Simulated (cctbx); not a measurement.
## Diagnosing a refinement

Cell a = 9.1330 Å, b = 9.1330 Å, c = 5.4250 Å, α = 90.00°, β = 90.00°, γ = 90.00°; space group I4/mmm (no. 139).

The data are simulated with cctbx, not measured: Cu Kα, λ = 1.54184 Å, to d = 0.8 Å, 80 % of the full sphere, strongest reflection 20000 counts, noise from counting, a 3 % proportional error and a noise floor of 8 counts (s.d.); no absorption, and some extinction, which the refinements don't model.

An anisotropic refinement with weights 1/σ² prints:

```text
Rint 0.032, 160 unique reflections to 0.80 A
cycle     R1     wR2    GooF  max shift (A)
   1  0.0188  0.0478   2.612   0.00046
   2  0.0144  0.0346   1.890   0.00000
final R1 0.0144 wR2 0.0346 GooF 1.890  parameters 14  data/parameter 11.4
atom        x        y        z      Ueq    occ   su(xyz)  su(Uiso or U11)
Ti1    0.00000  0.00000  0.00000   0.0139  1.000  0.00000  0.0003
Al1    0.00000  0.22044  0.50000   0.0147  1.000  0.00008  0.0004
Al2    0.83800  0.50000  0.50000   0.0162  1.000  0.00009  0.0004
Mg1    0.75000  0.75000  0.25000   0.0148  1.000  0.00000  0.0003
difference map: max 0.19 min -0.57 rms 0.06
Q1    0.0000  0.3209  0.0563   16    0.20  0.34 A from Al2
Q2    0.2185  0.2185  0.3495   16    0.13  0.68 A from Mg1
Q3    0.0000  0.0941  0.1267   16    0.12  1.10 A from Ti1
Q4    0.0413  0.1863  0.5000   16    0.12  0.49 A from Al1
Q5    0.1610  0.2251  0.5000   16    0.12  1.47 A from Al1
Q6    0.0000  0.2595  0.5000    8    0.11  0.36 A from Al1
```

Q: Accept it or mend it, and why?

Mend it. The fault: wrong element: Ti1 is Sc. Against the right model at the same level, R1 goes from 0.0097 to 0.0144 and GooF from 0.97 to 1.89 and a hole of -0.6 e/Å³ opens. Ti1 has 1 electron too many and its U swells to shed them, as expected (near an absorption edge f′ can widen the mismatch well beyond the difference in Z).

The compound is Mg4ScAl8. The right model at the same level gives:

```text
Rint 0.032, 160 unique reflections to 0.80 A
cycle     R1     wR2    GooF  max shift (A)
   1  0.0099  0.0184   1.002   0.00007
   2  0.0097  0.0177   0.969   0.00000
final R1 0.0097 wR2 0.0177 GooF 0.969  parameters 14  data/parameter 11.4
atom        x        y        z      Ueq    occ   su(xyz)  su(Uiso or U11)
Sc1    0.00000  0.00000  0.00000   0.0127  1.000  0.00000  0.0002
Al1    0.00000  0.22040  0.50000   0.0156  1.000  0.00004  0.0002
Al2    0.83794  0.50000  0.50000   0.0171  1.000  0.00004  0.0002
Mg1    0.75000  0.75000  0.25000   0.0158  1.000  0.00000  0.0001
difference map: max 0.11 min -0.18 rms 0.04
Q1    0.2088  0.2088  0.0880   16    0.11  1.03 A from Mg1
Q2    0.0000  0.3869  0.2363   16    0.11  1.36 A from Al2
Q3    0.1881  0.1881  0.5000    8    0.10  1.57 A from Mg1
Q4    0.0962  0.3569  0.5000   16    0.09  1.44 A from Al2
Q5    0.0440  0.1653  0.1765   32    0.09  1.83 A from Sc1
Q6    0.0859  0.0859  0.3265   16    0.08  1.74 A from Al1
```

The model is made up (kin elements in a known structure type, no relaxation), so it says nothing on whether the phase exists.

[Middle refinement cycles are left out of these outputs.]

[Logs are printed without paths, hosts, clocks, repeated set-up lines and the standing remarks that a program may print on its own settings, such as how far it seeks lower states.]
